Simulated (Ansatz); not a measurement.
**The perfect Cu wire along [110], 7 atoms a period**

What gap, if any, does the Cu wire along [110], 7 atoms a period have, and how many channels would it open?

Calculated with Ansatz 0.2.0; DFT PBE, plane waves, PAW; relaxation of a wire's period; PAW set soft_1, in the first sound run; inputs show where later runs differ.

### Step 1. The starting structure

The cell holds 7 atoms: 7 Cu. Its edges and angles: a = 10.430 Å, b = 11.934 Å, c = 2.567 Å, α = 90.0°, β = 90.0°, γ = 90.0°. Vacuum lies along a and b. The structure's axis is c.

### Step 2. Relaxing the period

Band widths follow the bond lengths, so the wire is relaxed first. The atoms and the third cell vector are free; the box across stays fixed as vacuum. A Fermi-Dirac smearing is set since the result may be a metal. The pressure printed is a third of the stress's trace over the whole box, vacuum included; only the stress along the axis is relaxed.

input.yaml

```yaml
crystal:
  lattice:
    - [10.43, 0.0, 0.0]
    - [0.0, 11.934, 0.0]
    - [0.0, 0.0, 2.5667976157]
  atoms:
    - { symbol: Cu, position: [0.5, 0.284900285, 0.0] }
    - { symbol: Cu, position: [0.5, 0.499983041, 0.0] }
    - { symbol: Cu, position: [0.325982742, 0.392441663, 0.5] }
    - { symbol: Cu, position: [0.325982742, 0.60752442, 0.5] }
    - { symbol: Cu, position: [0.674017258, 0.392441663, 0.5] }
    - { symbol: Cu, position: [0.674017258, 0.60752442, 0.5] }
    - { symbol: Cu, position: [0.5, 0.715065798, 0.0] }
kpoints:
  mp_grid: { grid: [1, 1, 32] }
scf:
  occupations: { method: fermi_dirac, width: 0.05 }
hamiltonian:
  xc: pbe
  pseudopotentials: { kind: paw, azcp: { folder: soft_1 } }
relax:
  cell: { fix: [a, b, alpha, beta, gamma] }
  max_steps: 45
  f_tol: 0.03
```

Launch:

```
$ ansatz run input.yaml --threads 4 --pin off --max-ram 16384MiB --backend cpu --events-out ev --progress --plain --runs-dir out
```

Numbers of over 12 decimals in the logs are rounded to 6 here.

Output:

```text
Engine: ansatz 0.2.0, x86_64-unknown-linux-gnu
Pseudopotentials: kind: paw
Pseudopotential: Cu, paw, valence charge 19, recommended cutoff 420 eV (normal), soft_1/Cu.paw.azcp
Functional definition: PBE
  parameter kappa = 0.804
  parameter beta = 0.066725
  exchange = pbe_x(kappa = kappa, mu = beta*pi^2/3)
  correlation = pbe_c(beta = beta)
Crystal: 7 atoms, lattice volume = 319.493 Å³
Basis set: ecut = 420 eV, 6293 PW (Γ), exchange–correlation on 144×160×36 points (8 copies of the dense FFT grid, shifted against one another)
Bands: 80, of which v1, the nominal top of the filled ones, is band 67 counted from 1 (66 counted from 0)
Symmetry: 8 space group operations
Space group: Pmmm (ITA 47), of the structure as read, at distance tolerance 6.8e-5 Å
k-points: 17 of 32
Non-local potential: Cu, projectors of the file, l = 0: 3, l = 1: 2, l = 2: 3, l = 3: 1
PAW form: soft (Blöchl's): semilocal exchange-correlation on the pseudo side does not see the compensation charge
PAW one-centre angular grid: Cu, 590 points (default); XC on 64 Gauss nodes
Initial density: superposition of atomic densities (neutral atoms: chi_scale 0, normalization atom)
Initial wavefunctions: pseudopotential atomic-orbital guess
Functional: x = pbe(κ = 0.804, μ = 0.219515), c = pbe(β = 0.066725)
SCF iter   1: F=—  HF=-46375.140860 eV  |F-HF|=—  |Δ(HF+E_count)|=         —  Δρ=1.05e-1  dr2=2.27e1  ethr=3.10e-3  ⟨swp⟩=7.0  Hψ=5529  notcnv=0  defer=6
preconditioner: auto → LDOS  [metal: Δε(μ)=0.097 eV  Ē_g=6.000 eV  σ=0.050 eV  W_gap=0.42  n_scr=50 (ndim 8)  ℏωp=18.2 eV  f_vac=0.629  D(μ)=3.60/eV (n_scr^D=20)  β→1.0]
SCF iter   2: F=—  HF=-46394.546247 eV  |F-HF|=—  |Δ(HF+E_count)|=    1.94e1  Δρ=2.00e-1  dr2=7.32e1  ethr=3.10e-3  ⟨swp⟩=4.0  Hψ=4192  notcnv=0  defer=103  recentre
SCF iter   3: F=—  HF=-46371.364343 eV  |F-HF|=—  |Δ(HF+E_count)|=    2.32e1  Δρ=3.38e-2  dr2=2.46e0  ethr=3.10e-3  ⟨swp⟩=4.0  Hψ=3647  notcnv=0  defer=126
SCF iter   4: F=—  HF=-46370.999134 eV  |F-HF|=—  |Δ(HF+E_count)|=   3.65e-1  Δρ=8.07e-3  dr2=2.04e-1  ethr=1.85e-3  ⟨swp⟩=2.4  Hψ=2308  notcnv=0  defer=115
SCF iter   5: F=—  HF=-46370.983423 eV  |F-HF|=—  |Δ(HF+E_count)|=   1.57e-2  Δρ=5.76e-3  dr2=8.63e-2  ethr=1.53e-4  ⟨swp⟩=2.0  Hψ=2261  notcnv=0  defer=117
SCF iter   6: F=—  HF=-46370.990068 eV  |F-HF|=—  |Δ(HF+E_count)|=   6.65e-3  Δρ=4.00e-3  dr2=4.10e-2  ethr=6.49e-5  ⟨swp⟩=2.0  Hψ=1830  notcnv=0  defer=117
SCF iter   7: F=—  HF=-46370.989337 eV  |F-HF|=—  |Δ(HF+E_count)|=   7.31e-4  Δρ=1.43e-3  dr2=6.45e-3  ethr=3.08e-5  ⟨swp⟩=2.0  Hψ=1677  notcnv=0  defer=117
SCF iter   8: F=—  HF=-46370.990657 eV  |F-HF|=—  |Δ(HF+E_count)|=   1.32e-3  Δρ=3.14e-4  dr2=3.13e-4  ethr=4.85e-6  ⟨swp⟩=2.0  Hψ=2019  notcnv=0  defer=117
SCF iter   9: F=—  HF=-46370.991055 eV  |F-HF|=—  |Δ(HF+E_count)|=   3.98e-4  Δρ=1.18e-4  dr2=3.06e-5  ethr=2.35e-7  ⟨swp⟩=2.2  Hψ=1971  notcnv=0  defer=117
SCF iter  10: F=—  HF=-46370.991178 eV  |F-HF|=—  |Δ(HF+E_count)|=   1.23e-4  Δρ=5.15e-5  dr2=4.85e-6  ethr=2.30e-8  ⟨swp⟩=2.0  Hψ=1872  notcnv=0  defer=117
SCF iter  11: F=—  HF=-46370.991178 eV  |F-HF|=—  |Δ(HF+E_count)|=   5.67e-7  Δρ=3.95e-6  dr2=1.82e-7  ethr=3.65e-9  ⟨swp⟩=2.0  Hψ=1893  notcnv=0  defer=117
SCF iter  12: F=-46370.991178 eV  HF=-46370.991178 eV  |F-HF|=6.37e-9  |Δ(HF+E_count)|=   3.74e-8  Δρ=2.59e-6  dr2=3.11e-8  ethr=7.52e-11  ⟨swp⟩=4.1  Hψ=4353  notcnv=0
SCF 1 converged in 12 iterations: F = -46370.991178 eV  dr2 = 3.11e-8
  greatest PAW one-centre occupation: 1.000 electrons in one spin orbital (limit 2), on the Cu atom at site 4 (counted from 0), in its partial waves of l = 0
relax step   1: F+E_penalty+E_count = -46370.99117755 eV  Δ(F+E_penalty+E_count) = +0.000e0 eV  max|allowed force component| = 4.894e-1 eV/Å  Δτ_max = 0.0000 Å  P = -2.110 GPa  Ω = 319.493 Å³  fix = [a, b, alpha, beta, gamma]  reactions: a -1.548, b -1.706 GPa  (12 SCF iters, dr2 threshold 1.00e-7 eV, accepted)
Crystal: 7 atoms, lattice volume = 313.604 Å³
Basis set: ecut = 420 eV, 6145 PW (Γ), exchange–correlation on 144×160×36 points (8 copies of the dense FFT grid, shifted against one another)
Initial density: handed on by an earlier stage of this run
Initial wavefunctions: those handed on with the density
iter 1 solved again at ethr=6.26e-5 eV; its pass at ethr=3.10e-3 eV (dr2=8.33e-2 eV) is discarded
SCF iter   1: F=—  HF=-46371.157621 eV  |F-HF|=—  |Δ(HF+E_count)|=         —  Δρ=6.66e-3  dr2=8.40e-2  ethr=6.26e-5  ⟨swp⟩=2.5  Hψ=6260  notcnv=0
preconditioner: auto → LDOS  [metal: Δε(μ)=0.015 eV  Ē_g=6.748 eV  σ=0.050 eV  W_gap=0.07  n_scr=50 (ndim 8)  ℏωp=18.4 eV  f_vac=0.634  D(μ)=3.47/eV (n_scr^D=20)  β→1.0]
SCF iter   2: F=—  HF=-46371.225163 eV  |F-HF|=—  |Δ(HF+E_count)|=   6.75e-2  Δρ=1.53e-2  dr2=3.93e-1  ethr=6.26e-5  ⟨swp⟩=3.1  Hψ=2849  notcnv=0  recentre
SCF iter   3: F=—  HF=-46371.144184 eV  |F-HF|=—  |Δ(HF+E_count)|=   8.10e-2  Δρ=2.62e-3  dr2=1.35e-2  ethr=6.26e-5  ⟨swp⟩=2.4  Hψ=2734  notcnv=0  defer=120
SCF iter   4: F=—  HF=-46371.141543 eV  |F-HF|=—  |Δ(HF+E_count)|=   2.64e-3  Δρ=5.33e-4  dr2=5.12e-4  ethr=1.01e-5  ⟨swp⟩=2.0  Hψ=1883  notcnv=0  defer=120
SCF iter   5: F=—  HF=-46371.141708 eV  |F-HF|=—  |Δ(HF+E_count)|=   1.65e-4  Δρ=2.61e-4  dr2=1.48e-4  ethr=3.85e-7  ⟨swp⟩=2.8  Hψ=2402  notcnv=0  defer=120
SCF iter   6: F=—  HF=-46371.141730 eV  |F-HF|=—  |Δ(HF+E_count)|=   2.24e-5  Δρ=6.48e-5  dr2=1.70e-5  ethr=1.11e-7  ⟨swp⟩=2.0  Hψ=2266  notcnv=0  defer=120
SCF iter   7: F=—  HF=-46371.141732 eV  |F-HF|=—  |Δ(HF+E_count)|=   1.99e-6  Δρ=2.17e-5  dr2=2.01e-6  ethr=1.28e-8  ⟨swp⟩=2.0  Hψ=1853  notcnv=0  defer=120
SCF iter   8: F=-46371.141733 eV  HF=-46371.141734 eV  |F-HF|=5.37e-7  |Δ(HF+E_count)|=   1.33e-6  Δρ=1.68e-5  dr2=5.73e-7  ethr=5.26e-10  ⟨swp⟩=4.8  Hψ=4561  notcnv=0
SCF 2 converged in 8 iterations: F = -46371.141733 eV  dr2 = 5.73e-7
  greatest PAW one-centre occupation: 1.000 electrons in one spin orbital (limit 2), on the Cu atom at site 5 (counted from 0), in its partial waves of l = 0
relax step   2: F+E_penalty+E_count = -46371.14173315 eV  Δ(F+E_penalty+E_count) = -1.506e-1 eV  max|allowed force component| = 2.413e-1 eV/Å  Δτ_max = 0.0388 Å  P = -1.107 GPa  Ω = 313.604 Å³  energy of the carried Pulay correction = +1.365e-3 eV  fix = [a, b, alpha, beta, gamma]  reactions: a -0.691, b -0.877 GPa  (8 SCF iters, dr2 threshold 7.00e-7 eV, accepted)
Crystal: 7 atoms, lattice volume = 305.041 Å³
Basis set: ecut = 420 eV, 5933 PW (Γ), exchange–correlation on 144×160×36 points (8 copies of the dense FFT grid, shifted against one another)
iter 1 solved again at ethr=8.93e-5 eV; its pass at ethr=3.10e-3 eV (dr2=1.19e-1 eV) is discarded
SCF iter   1: F=—  HF=-46371.216959 eV  |F-HF|=—  |Δ(HF+E_count)|=         —  Δρ=7.86e-3  dr2=1.20e-1  ethr=8.93e-5  ⟨swp⟩=2.9  Hψ=6257  notcnv=0
preconditioner: auto → LDOS  [metal: Δε(μ)=0.010 eV  Ē_g=6.970 eV  σ=0.050 eV  W_gap=0.05  n_scr=50 (ndim 8)  ℏωp=18.7 eV  f_vac=0.637  D(μ)=3.01/eV (n_scr^D=20)  β→1.0]
SCF iter   2: F=—  HF=-46371.318390 eV  |F-HF|=—  |Δ(HF+E_count)|=   1.01e-1  Δρ=1.86e-2  dr2=5.67e-1  ethr=8.93e-5  ⟨swp⟩=3.0  Hψ=3026  notcnv=0  recentre
SCF iter   3: F=—  HF=-46371.197842 eV  |F-HF|=—  |Δ(HF+E_count)|=   1.21e-1  Δρ=2.90e-3  dr2=1.70e-2  ethr=8.93e-5  ⟨swp⟩=2.5  Hψ=2779  notcnv=0  defer=121
SCF iter   4: F=—  HF=-46371.194454 eV  |F-HF|=—  |Δ(HF+E_count)|=   3.39e-3  Δρ=6.16e-4  dr2=7.00e-4  ethr=1.28e-5  ⟨swp⟩=2.0  Hψ=1888  notcnv=0  defer=121
SCF iter   5: F=—  HF=-46371.194609 eV  |F-HF|=—  |Δ(HF+E_count)|=   1.54e-4  Δρ=4.65e-4  dr2=4.00e-4  ethr=5.27e-7  ⟨swp⟩=2.9  Hψ=2484  notcnv=0  defer=121
SCF iter   6: F=—  HF=-46371.194706 eV  |F-HF|=—  |Δ(HF+E_count)|=   9.73e-5  Δρ=9.84e-5  dr2=2.51e-5  ethr=3.01e-7  ⟨swp⟩=2.0  Hψ=2393  notcnv=0  defer=121
SCF iter   7: F=—  HF=-46371.194704 eV  |F-HF|=—  |Δ(HF+E_count)|=   1.91e-6  Δρ=4.98e-5  dr2=6.33e-6  ethr=1.88e-8  ⟨swp⟩=2.3  Hψ=1981  notcnv=0  defer=121
SCF iter   8: F=—  HF=-46371.194704 eV  |F-HF|=—  |Δ(HF+E_count)|=   1.43e-8  Δρ=2.21e-5  dr2=1.49e-6  ethr=4.76e-9  ⟨swp⟩=2.0  Hψ=1807  notcnv=0  defer=121
SCF iter   9: F=-46371.194704 eV  HF=-46371.194704 eV  |F-HF|=1.56e-7  |Δ(HF+E_count)|=   1.41e-7  Δρ=9.28e-6  dr2=2.50e-7  ethr=5.26e-10  ⟨swp⟩=4.2  Hψ=4353  notcnv=0
SCF 3 converged in 9 iterations: F = -46371.194704 eV  dr2 = 2.50e-7
relax step   3: F+E_penalty+E_count = -46371.19470397 eV  Δ(F+E_penalty+E_count) = -5.297e-2 eV  max|allowed force component| = 9.136e-2 eV/Å  Δτ_max = 0.0443 Å  P = +0.261 GPa  Ω = 305.041 Å³  energy of the carried Pulay correction = +3.397e-3 eV  fix = [a, b, alpha, beta, gamma]  reactions: a +0.299, b +0.115 GPa  (9 SCF iters, dr2 threshold 7.00e-7 eV, accepted)
Crystal: 7 atoms, lattice volume = 305.894 Å³
Basis set: ecut = 420 eV, 5949 PW (Γ), exchange–correlation on 144×160×36 points (8 copies of the dense FFT grid, shifted against one another)
iter 1 solved again at ethr=2.89e-6 eV; its pass at ethr=3.10e-3 eV (dr2=3.85e-3 eV) is discarded
SCF iter   1: F=—  HF=-46371.198778 eV  |F-HF|=—  |Δ(HF+E_count)|=         —  Δρ=1.43e-3  dr2=3.50e-3  ethr=2.89e-6  ⟨swp⟩=3.1  Hψ=5480  notcnv=0
preconditioner: auto → LDOS  [metal: Δε(μ)=0.026 eV  Ē_g=7.009 eV  σ=0.050 eV  W_gap=0.13  n_scr=50 (ndim 8)  ℏωp=18.6 eV  f_vac=0.636  D(μ)=3.18/eV (n_scr^D=20)  β→1.0]
SCF iter   2: F=—  HF=-46371.200689 eV  |F-HF|=—  |Δ(HF+E_count)|=   1.91e-3  Δρ=2.81e-3  dr2=1.34e-2  ethr=2.63e-6  ⟨swp⟩=2.0  Hψ=2663  notcnv=0  recentre
SCF iter   3: F=—  HF=-46371.198167 eV  |F-HF|=—  |Δ(HF+E_count)|=   2.52e-3  Δρ=7.44e-4  dr2=9.91e-4  ethr=2.63e-6  ⟨swp⟩=2.0  Hψ=2666  notcnv=0
SCF iter   4: F=—  HF=-46371.197962 eV  |F-HF|=—  |Δ(HF+E_count)|=   2.05e-4  Δρ=1.54e-4  dr2=4.95e-5  ethr=7.45e-7  ⟨swp⟩=2.0  Hψ=1939  notcnv=0
SCF iter   5: F=—  HF=-46371.198072 eV  |F-HF|=—  |Δ(HF+E_count)|=   1.10e-4  Δρ=6.84e-5  dr2=8.81e-6  ethr=3.72e-8  ⟨swp⟩=2.1  Hψ=2013  notcnv=0
SCF iter   6: F=—  HF=-46371.198074 eV  |F-HF|=—  |Δ(HF+E_count)|=   1.49e-6  Δρ=1.59e-5  dr2=1.08e-6  ethr=6.63e-9  ⟨swp⟩=2.0  Hψ=1954  notcnv=0
SCF iter   7: F=—  HF=-46371.198074 eV  |F-HF|=—  |Δ(HF+E_count)|=   5.14e-7  Δρ=1.64e-5  dr2=5.88e-7  ethr=3.92e-10  ⟨swp⟩=4.9  Hψ=4505  notcnv=0
SCF iter   8: F=-46371.198074 eV  HF=-46371.198074 eV  |F-HF|=1.59e-8  |Δ(HF+E_count)|=   6.06e-8  Δρ=3.71e-6  dr2=7.75e-8  ethr=3.92e-10  ⟨swp⟩=4.0  Hψ=4228  notcnv=0
SCF 4 converged in 8 iterations: F = -46371.198074 eV  dr2 = 7.75e-8
relax step   4: F+E_penalty+E_count = -46371.19807437 eV  Δ(F+E_penalty+E_count) = -3.370e-3 eV  max|allowed force component| = 1.479e-2 eV/Å  Δτ_max = 0.0120 Å  P = -0.026 GPa  Ω = 305.894 Å³  energy of the carried Pulay correction = +3.192e-3 eV  fix = [a, b, alpha, beta, gamma]  reactions: a +0.010, b -0.088 GPa  (8 SCF iters, dr2 threshold 5.22e-7 eV, accepted)
Initial wavefunctions: pseudopotential atomic-orbital guess (no wavefunctions were taken with the density)
iter 1 solved again at ethr=3.41e-6 eV; its pass at ethr=3.10e-3 eV (dr2=4.53e-3 eV) is discarded
SCF iter   1: F=—  HF=-46371.194177 eV  |F-HF|=—  |Δ(HF+E_count)|=         —  Δρ=9.44e-5  dr2=6.75e-6  ethr=3.41e-6  ⟨swp⟩=3.0  Hψ=9098  notcnv=0
eigensolver tolerance schedule: the retry pair's looser diagonalisation over-reported the residual by 670.58 of it (diagonalisation noise at 2.82 of the residual, at the tolerance the schedule requests for it); recorded, not acted on — ethr = c·dr2/N_el stays at c = 1.0e-1
preconditioner: auto → LDOS  [metal: Δε(μ)=0.025 eV  Ē_g=6.999 eV  σ=0.050 eV  W_gap=0.12  n_scr=50 (ndim 8)  ℏωp=18.6 eV  f_vac=0.636  D(μ)=3.17/eV (n_scr^D=20)  β→1.0]
SCF iter   2: F=—  HF=-46371.194357 eV  |F-HF|=—  |Δ(HF+E_count)|=   1.80e-4  Δρ=4.26e-4  dr2=3.33e-4  ethr=5.08e-9  ⟨swp⟩=3.0  Hψ=3152  notcnv=0
SCF iter   3: F=—  HF=-46371.194378 eV  |F-HF|=—  |Δ(HF+E_count)|=   2.18e-5  Δρ=5.13e-4  dr2=4.25e-4  ethr=5.08e-9  ⟨swp⟩=3.2  Hψ=3159  notcnv=0
SCF iter   4: F=—  HF=-46371.194292 eV  |F-HF|=—  |Δ(HF+E_count)|=   8.62e-5  Δρ=1.73e-4  dr2=4.77e-5  ethr=5.08e-9  ⟨swp⟩=3.0  Hψ=3016  notcnv=0
SCF iter   5: F=—  HF=-46371.194306 eV  |F-HF|=—  |Δ(HF+E_count)|=   1.37e-5  Δρ=3.85e-5  dr2=2.90e-6  ethr=5.08e-9  ⟨swp⟩=2.4  Hψ=2452  notcnv=0
SCF iter   6: F=—  HF=-46371.194305 eV  |F-HF|=—  |Δ(HF+E_count)|=   5.67e-7  Δρ=5.13e-6  dr2=1.69e-7  ethr=2.18e-9  ⟨swp⟩=2.0  Hψ=1974  notcnv=0
SCF iter   7: F=—  HF=-46371.194305 eV  |F-HF|=—  |Δ(HF+E_count)|=   7.43e-9  Δρ=2.33e-6  dr2=1.17e-8  ethr=1.27e-10  ⟨swp⟩=2.2  Hψ=2018  notcnv=0
SCF iter   8: F=—  HF=-46371.194305 eV  |F-HF|=—  |Δ(HF+E_count)|=   3.37e-9  Δρ=1.00e-6  dr2=2.17e-9  ethr=8.78e-12  ⟨swp⟩=2.0  Hψ=2127  notcnv=0
SCF iter   9: F=—  HF=-46371.194305 eV  |F-HF|=—  |Δ(HF+E_count)|=   1.27e-8  Δρ=2.65e-7  dr2=2.21e-10  ethr=1.63e-12  ⟨swp⟩=2.3  Hψ=2008  notcnv=0
SCF iter  10: F=-46371.194305 eV  HF=-46371.194305 eV  |F-HF|=2.91e-11  |Δ(HF+E_count)|=  5.97e-10  Δρ=1.18e-7  dr2=3.75e-11  ethr=1.00e-12  ⟨swp⟩=4.8  Hψ=4664  notcnv=0
SCF 5 converged in 10 iterations: F = -46371.194305 eV  dr2 = 3.75e-11
relax step   5: F+E_penalty+E_count = -46371.19430533 eV  Δ(F+E_penalty+E_count) = +3.769e-3 eV  max|allowed force component| = 1.477e-2 eV/Å  Δτ_max = 0.0000 Å  P = -0.021 GPa  Ω = 305.894 Å³  fix = [a, b, alpha, beta, gamma]  reactions: a +0.013, b -0.084 GPa  stress off target by 6.56e-3 GPa on what of the cell is left free  SCF on the basis re-selected at this cell (its energy is not comparable with the rows above)  (10 SCF iters)
basis re-selected at this cell: Δ(F+E_penalty+E_count) = +3.769e-3 eV, ΔP = +0.005 GPa vs the last step (what re-selecting the basis moved, of the pressure what is left beyond the Pulay correction that the steps carried, after the strain that the cell walked since its last selection, with what the two solves' SCF thresholds leave and, on support functions, any second-order correction that the steps lacked; it is no m [...]
SCF converged after 10 iterations
Free energy (F): -46371.194305 eV
Harris-Foulkes:  -46371.194305 eV  (|F-HF|=2.91e-11)
Internal energy: -46371.169983 eV  (E = F + TS)
E sigma→0 (E₀):  -46371.182144 eV
Entropy (-TS):   -0.024322 eV (-3.475 meV/atom)
Fermi energy:    1.124911 eV
--- Per-component energies (eV) ---
  E_band       = -4537.616759
  E_kinetic    = 1830.849747
  E_local      = -105576.090984  (includes V_loc(G=0)·N_el)
  E_nonlocal   = 6266.440129
  E_hartree    = 49400.351474
  E_xc         = -472.973651
  E_vxc        = -609.750018  (∫ρ·V_xc dr)
  E_paw        = -12736.808028  (= ΣΔE_a)
  E_vpaw       = -5249.774336  (= ΣTr[D̂ρ^β])
  E_aug_tail   = 0.006815  (compensation charges beyond the density's cutoff)
  E_ewald      = 14917.054516
  E_smearing   = -0.024322  (= −TS)
  E_closure    = 0.000000  (closes the sum)
  Σ components = -46371.194305   (vs F -46371.194305, Δ=0.00e0)
--- Forces (eV/Å), atoms counted from 1 ---
  atom   1  Cu     0.00000000    -0.00134900    -0.00000000
  atom   2  Cu    -0.00000000     0.00000000    -0.00000000
  atom   3  Cu    -0.01476797     0.00309269     0.00000000
  atom   4  Cu    -0.01476797    -0.00309269     0.00000000
  atom   5  Cu     0.01476797     0.00309269    -0.00000000
  atom   6  Cu     0.01476797    -0.00309269    -0.00000000
  atom   7  Cu    -0.00000000     0.00134900    -0.00000000
  max |Σ_I F_I| component: 5.20e-18 eV/Å
--- Stress (GPa, compression-positive) ---
        0.012846      -0.000000      -0.000000
       -0.000000      -0.083735      -0.000000
       -0.000000      -0.000000       0.006556
  P = ⅓ Tr σ = -0.0214 GPa (-0.214 kbar)
--- Relaxed structure (4 steps of the walk, 4 accepted, 1 SCFs on fresh bases) ---
  F+E_penalty+E_count = -46371.19430533 eV   max|allowed force component| = 1.477e-2 eV/Å   (the final SCF, on the basis selected at the relaxed cell)
  cell:  # Å, volume = 305.8939 Å³
    - [10.43, 0.0, 0.0]
    - [0.0, 11.934, 0.0]
    - [0.0, 0.0, 2.457540]
  atoms:
    - { symbol: Cu, position: [0.500000, 0.291807, 0.0] }
    - { symbol: Cu, position: [0.500000, 0.499983, 0.0] }
    - { symbol: Cu, position: [0.327079, 0.395226, 0.5] }
    - { symbol: Cu, position: [0.327079, 0.604740, 0.5] }
    - { symbol: Cu, position: [0.672921, 0.395226, 0.5] }
    - { symbol: Cu, position: [0.672921, 0.604740, 0.5] }
    - { symbol: Cu, position: [0.500000, 0.708159, 0.0] }
```

The job ended after 58 s (4 threads of Intel Xeon Platinum 8259CL at 2.50GHz (Skylake/Cascade Lake), shared host; peak memory 1.1 GiB).

(Continued in part 2 of 2.)

[Logs are printed without paths, hosts, clocks, repeated set-up lines and the standing remarks that a program may print on its own settings, such as how far it seeks lower states.]

[Hosts, paths, dates, database ids (printed as entryN), source tags and the programs' standing remarks are cut or masked in the printed files.]
